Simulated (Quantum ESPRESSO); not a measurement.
# 1T-HfO2, 1 layer: a series in biaxial strain, part 5 of 7

Aim: how the results for 1T-HfO2, 1 layer change with biaxial strain.

Quantum ESPRESSO 7.5; plane-wave DFT, PBE, GBRV ultrasoft pseudopotentials.

So far. Step 3 (Relaxation with pw.x, -4 %): The relaxation lowers the energy by 26 meV an atom. Step 6 (Bands along a path, -4 %): Along this path the valence top lies between K and Γ and the conduction bottom at M.

## 7. Relaxation with pw.x, -3 %

m1.relax.in reads:

```
&control
  prefix = 'm1.relax'
  outdir = './out'
  pseudo_dir = './pseudo'
  nstep = 40
  forc_conv_thr = 0.0003
  calculation = 'relax'
  tstress = .true.
/
&system
  ibrav = 0
  nat = 3
  ntyp = 2
  ecutwfc = 50
  ecutrho = 250
  occupations = 'smearing'
  smearing = 'fd'
  degauss = 0.002
/
&electrons
  conv_thr = 1e-09
  mixing_beta = 0.4
  electron_maxstep = 120
  mixing_mode = 'plain'
/
&ions
/
ATOMIC_SPECIES
  O   15.9990  o_pbe_v1.2.uspp.F.UPF
  Hf  178.4900  hf_pbe_v1.uspp.F.UPF
CELL_PARAMETERS angstrom
  3.14912620129000 0.00000000000000 0.00000000000000
  -1.57456310113000 2.72722328994000 0.00000000000000
  0.00000000000000 0.00000000000000 17.51859087600000
ATOMIC_POSITIONS crystal
  O   0.666666666700 0.333333333300 0.444849503100
  Hf  0.000000000000 0.000000000000 0.500000000000
  O   0.333333333300 0.666666666700 0.555150496900
K_POINTS automatic
  12 12 1 0 0 0
```

Command:

```bash
$ OMP_NUM_THREADS=1 mpirun -n 4 pw.x -nk 4 -in m1.relax.in > m1.relax.out
```

The program printed:

```text
[banner, memory and clock lines left out]
Program PWSCF v.7.5 starts
[...]
Message from routine setup:
[...]
number of electrons       =        24.00
     number of Kohn-Sham states=           16
     kinetic-energy cutoff     =      50.0000  Ry
     charge density cutoff     =     250.0000  Ry
[...]
number of k points=    19  Fermi-Dirac smearing, width (Ry)=  0.0020
[...]
Dense  grid:    67553 G-vectors     FFT dimensions: (  30,  30, 180)
[...]
negative rho (up, down):  1.180E-01 0.000E+00
     Starting wfcs are   21 randomized atomic wfcs
[...]
negative rho (up, down):  1.144E-01 0.000E+00
[...]
estimated scf accuracy    <       0.97024704 Ry
[...]
negative rho (up, down):  1.139E-01 0.000E+00
[...]
estimated scf accuracy    <       0.16092997 Ry
[...]
negative rho (up, down):  1.149E-01 0.000E+00
[...]
estimated scf accuracy    <       0.02095110 Ry
[...]
negative rho (up, down):  1.159E-01 0.000E+00
[...]
estimated scf accuracy    <       0.00106149 Ry
[...]
negative rho (up, down):  1.165E-01 0.000E+00
[...]
estimated scf accuracy    <       0.00020210 Ry
[...]
negative rho (up, down):  1.165E-01 0.000E+00
[...]
estimated scf accuracy    <       0.00018068 Ry
[...]
negative rho (up, down):  1.165E-01 0.000E+00
[...]
estimated scf accuracy    <       0.00000824 Ry
[...]
negative rho (up, down):  1.166E-01 0.000E+00
[...]
estimated scf accuracy    <       0.00000089 Ry
[...]
negative rho (up, down):  1.166E-01 0.000E+00
[...]
estimated scf accuracy    <          6.1E-09 Ry
[...]
negative rho (up, down):  1.166E-01 0.000E+00
[...]
estimated scf accuracy    <       0.00000007 Ry
[...]
negative rho (up, down):  1.166E-01 0.000E+00
[...]
estimated scf accuracy    <          2.4E-09 Ry
[...]
negative rho (up, down):  1.166E-01 0.000E+00
[...]
the Fermi energy is    -1.3898 ev
!    total energy              =    -223.98993761 Ry
     estimated scf accuracy    <          6.7E-11 Ry
     smearing contrib. (-TS)   =       0.00000000 Ry
     internal energy E=F+TS    =    -223.98993761 Ry
[...]
one-electron contribution =    -939.56507493 Ry
     hartree contribution      =     471.31009237 Ry
     xc contribution           =     -90.63216823 Ry
     ewald contribution        =     334.89721317 Ry
     convergence has been achieved in  12 iterations
     negative rho (up, down):  1.166E-01 0.000E+00
[...]
Total force =     0.049893     Total SCF correction =     0.000004
[...]
negative rho (up, down):  1.166E-01 0.000E+00
[...]
negative rho (up, down):  1.168E-01 0.000E+00
[...]
negative rho (up, down):  1.167E-01 0.000E+00
[...]
estimated scf accuracy    <       0.00045987 Ry
[...]
negative rho (up, down):  1.166E-01 0.000E+00
[...]
estimated scf accuracy    <       0.00002906 Ry
[...]
negative rho (up, down):  1.166E-01 0.000E+00
[...]
estimated scf accuracy    <       0.00000138 Ry
[...]
negative rho (up, down):  1.166E-01 0.000E+00
[...]
estimated scf accuracy    <       0.00000019 Ry
[...]
negative rho (up, down):  1.166E-01 0.000E+00
[...]
estimated scf accuracy    <       0.00000002 Ry
[...]
negative rho (up, down):  1.166E-01 0.000E+00
[...]
estimated scf accuracy    <          8.6E-09 Ry
[...]
negative rho (up, down):  1.166E-01 0.000E+00
[...]
the Fermi energy is    -1.5292 ev
!    total energy              =    -223.99191283 Ry
     estimated scf accuracy    <          5.0E-10 Ry
     smearing contrib. (-TS)   =       0.00000000 Ry
     internal energy E=F+TS    =    -223.99191283 Ry
[...]
one-electron contribution =    -935.22926116 Ry
     hartree contribution      =     469.07641231 Ry
     xc contribution           =     -90.60250085 Ry
     ewald contribution        =     332.76343688 Ry
     convergence has been achieved in   7 iterations
     negative rho (up, down):  1.166E-01 0.000E+00
[...]
Total force =     0.029363     Total SCF correction =     0.000098
[...]
negative rho (up, down):  1.166E-01 0.000E+00
[...]
negative rho (up, down):  1.168E-01 0.000E+00
[...]
negative rho (up, down):  1.167E-01 0.000E+00
[...]
estimated scf accuracy    <       0.00054816 Ry
[...]
negative rho (up, down):  1.167E-01 0.000E+00
[...]
estimated scf accuracy    <       0.00003385 Ry
[...]
negative rho (up, down):  1.167E-01 0.000E+00
[...]
estimated scf accuracy    <       0.00000162 Ry
[...]
negative rho (up, down):  1.167E-01 0.000E+00
[...]
estimated scf accuracy    <       0.00000011 Ry
[...]
negative rho (up, down):  1.167E-01 0.000E+00
[...]
estimated scf accuracy    <       0.00000002 Ry
[...]
negative rho (up, down):  1.167E-01 0.000E+00
[...]
estimated scf accuracy    <          2.4E-09 Ry
[...]
negative rho (up, down):  1.167E-01 0.000E+00
[...]
estimated scf accuracy    <          2.0E-10 Ry
[...]
negative rho (up, down):  1.167E-01 0.000E+00
[...]
the Fermi energy is    -1.6842 ev
!    total energy              =    -223.99291592 Ry
     estimated scf accuracy    <          5.3E-11 Ry
     smearing contrib. (-TS)   =       0.00000000 Ry
     internal energy E=F+TS    =    -223.99291592 Ry
[...]
one-electron contribution =    -930.43600889 Ry
     hartree contribution      =     466.60904745 Ry
     xc contribution           =     -90.56999878 Ry
     ewald contribution        =     330.40404431 Ry
     convergence has been achieved in   8 iterations
     negative rho (up, down):  1.167E-01 0.000E+00
[...]
Total force =     0.007284     Total SCF correction =     0.000034
[...]
negative rho (up, down):  1.167E-01 0.000E+00
[...]
negative rho (up, down):  1.167E-01 0.000E+00
[...]
negative rho (up, down):  1.167E-01 0.000E+00
[...]
estimated scf accuracy    <       0.00005729 Ry
[...]
negative rho (up, down):  1.167E-01 0.000E+00
[...]
estimated scf accuracy    <       0.00000402 Ry
[...]
negative rho (up, down):  1.167E-01 0.000E+00
[...]
estimated scf accuracy    <       0.00000020 Ry
[...]
negative rho (up, down):  1.167E-01 0.000E+00
[...]
estimated scf accuracy    <       0.00000006 Ry
[...]
negative rho (up, down):  1.167E-01 0.000E+00
[...]
estimated scf accuracy    <          4.6E-09 Ry
[...]
negative rho (up, down):  1.167E-01 0.000E+00
[...]
estimated scf accuracy    <          1.9E-09 Ry
[...]
negative rho (up, down):  1.167E-01 0.000E+00
[...]
the Fermi energy is    -1.7359 ev
!    total energy              =    -223.99298300 Ry
     estimated scf accuracy    <          6.2E-11 Ry
     smearing contrib. (-TS)   =       0.00000000 Ry
     internal energy E=F+TS    =    -223.99298300 Ry
[...]
one-electron contribution =    -928.84965865 Ry
     hartree contribution      =     465.79307306 Ry
     xc contribution           =     -90.55931750 Ry
     ewald contribution        =     329.62292010 Ry
     convergence has been achieved in   7 iterations
     negative rho (up, down):  1.167E-01 0.000E+00
[...]
Total force =     0.000134     Total SCF correction =     0.000035
[...]
negative rho (up, down):  1.167E-01 0.000E+00
[...]
```

Wall time 86 s (4 MPI ranks of Intel Xeon Platinum 8259CL at 2.50GHz (Skylake/Cascade Lake), shared host); peak memory 0.86 GiB; 5.7 min of CPU time.

Relaxation path:

| step | energy less that of the first step (eV) | largest force (eV/Å) |
| --- | --- | --- |
| 1 | 0.0000 | 0.9071 |
| 2 | -0.0269 | 0.5338 |
| 3 | -0.0405 | 0.1324 |
| 4 | -0.0414 | 0.0024 |

The atoms that moved most (Å):

| atom | dx | dy | dz | length |
| --- | --- | --- | --- | --- |
| O3 | 0.000 | 0.000 | 0.046 | 0.046 |
| O1 | 0.000 | 0.000 | -0.046 | 0.046 |

The relaxed structure:

```xyz
3
Lattice="3.1491 0.0000 0.0000 -1.5746 2.7272 0.0000 0.0000 0.0000 17.5186" Properties=species:S:1:pos:R:3
O     1.5746    0.9091    7.7472
Hf    0.0000    0.0000    8.7593
O     0.0000    1.8181    9.7714
```

The relaxation lowers the energy by 14 meV an atom.

Numbers from this step:

```
free energy  : -3047.5798 eV
Fermi energy : -1.736 eV
```

## 8. Self-consistent run, -3 %

m1.scf.in reads:

```
&control
  prefix = 'm1.scf'
  outdir = './out'
  pseudo_dir = './pseudo'
  calculation = 'scf'
  tprnfor = .true.
/
&system
  ibrav = 0
  nat = 3
  ntyp = 2
  ecutwfc = 40
  ecutrho = 200
  occupations = 'smearing'
  smearing = 'fd'
  degauss = 0.002
  nbnd = 16
/
&electrons
  conv_thr = 1e-09
  mixing_beta = 0.4
  electron_maxstep = 120
  mixing_mode = 'plain'
/
ATOMIC_SPECIES
  O   15.9990  o_pbe_v1.2.uspp.F.UPF
  Hf  178.4900  hf_pbe_v1.uspp.F.UPF
CELL_PARAMETERS angstrom
  3.14912620129000 0.00000000000000 0.00000000000000
  -1.57456310113000 2.72722328994000 0.00000000000000
  0.00000000000000 0.00000000000000 17.51859087600000
ATOMIC_POSITIONS crystal
  O   0.666666666700 0.333333333300 0.442224828700
  Hf  0.000000000000 0.000000000000 0.500000000000
  O   0.333333333300 0.666666666700 0.557775171300
K_POINTS automatic
  12 12 1 0 0 0
```

Command:

```bash
$ OMP_NUM_THREADS=1 mpirun -n 4 pw.x -nk 4 -in m1.scf.in > m1.scf.out
```

The program printed:

```text
[banner, memory and clock lines left out]
Program PWSCF v.7.5 starts
[...]
Message from routine setup:
[...]
number of electrons       =        24.00
     number of Kohn-Sham states=           16
     kinetic-energy cutoff     =      40.0000  Ry
     charge density cutoff     =     200.0000  Ry
[...]
number of k points=    19  Fermi-Dirac smearing, width (Ry)=  0.0020
[...]
Dense  grid:    48683 G-vectors     FFT dimensions: (  27,  27, 150)
[...]
negative rho (up, down):  1.118E-01 0.000E+00
     Starting wfcs are   21 randomized atomic wfcs
[...]
negative rho (up, down):  1.078E-01 0.000E+00
[...]
estimated scf accuracy    <       0.97118913 Ry
[...]
negative rho (up, down):  1.072E-01 0.000E+00
[...]
estimated scf accuracy    <       0.16814838 Ry
[...]
negative rho (up, down):  1.080E-01 0.000E+00
[...]
estimated scf accuracy    <       0.02263321 Ry
[...]
negative rho (up, down):  1.088E-01 0.000E+00
[...]
estimated scf accuracy    <       0.00105363 Ry
[...]
negative rho (up, down):  1.092E-01 0.000E+00
[...]
estimated scf accuracy    <       0.00017618 Ry
[...]
negative rho (up, down):  1.091E-01 0.000E+00
[...]
estimated scf accuracy    <       0.00011736 Ry
[...]
negative rho (up, down):  1.092E-01 0.000E+00
[...]
estimated scf accuracy    <       0.00002481 Ry
[...]
negative rho (up, down):  1.092E-01 0.000E+00
[...]
estimated scf accuracy    <       0.00000176 Ry
[...]
negative rho (up, down):  1.092E-01 0.000E+00
[...]
estimated scf accuracy    <       0.00000008 Ry
[...]
negative rho (up, down):  1.092E-01 0.000E+00
[...]
estimated scf accuracy    <       0.00000003 Ry
[...]
negative rho (up, down):  1.092E-01 0.000E+00
[...]
the Fermi energy is    -1.7436 ev
!    total energy              =    -223.99175433 Ry
     estimated scf accuracy    <          1.0E-10 Ry
     smearing contrib. (-TS)   =       0.00000000 Ry
     internal energy E=F+TS    =    -223.99175433 Ry
[...]
one-electron contribution =    -928.83119920 Ry
     hartree contribution      =     465.77852558 Ry
     xc contribution           =     -90.56200083 Ry
     ewald contribution        =     329.62292012 Ry
     convergence has been achieved in  11 iterations
     negative rho (up, down):  1.092E-01 0.000E+00
[...]
Total force =     0.000424     Total SCF correction =     0.000012
[...]
```

Run time: 19 s. Hardware: 4 MPI ranks; peak memory 0.44 GiB.

Read from the output:

* free energy: -3047.5631 eV
* Fermi energy: -1.744 eV
* valence top, on the run's zero: -3.990 eV
* conduction bottom, on the run's zero: 0.8614 eV
* gap by band count: 4.852 eV

[end of part 5 of 7]

[Logs are printed without paths, hosts, clocks, repeated set-up lines and the standing remarks that a program may print on its own settings, such as how far it seeks lower states.]

[Hosts, paths, dates, database ids (printed as entryN), source tags and the programs' standing remarks are cut or masked in the printed files.]

[Maps of the electrostatic potential energy from Ansatz leave out the sawtooth potential of an applied field or a dipole correction, so their vacuum need not be flat; planar profiles and work functions include it.]
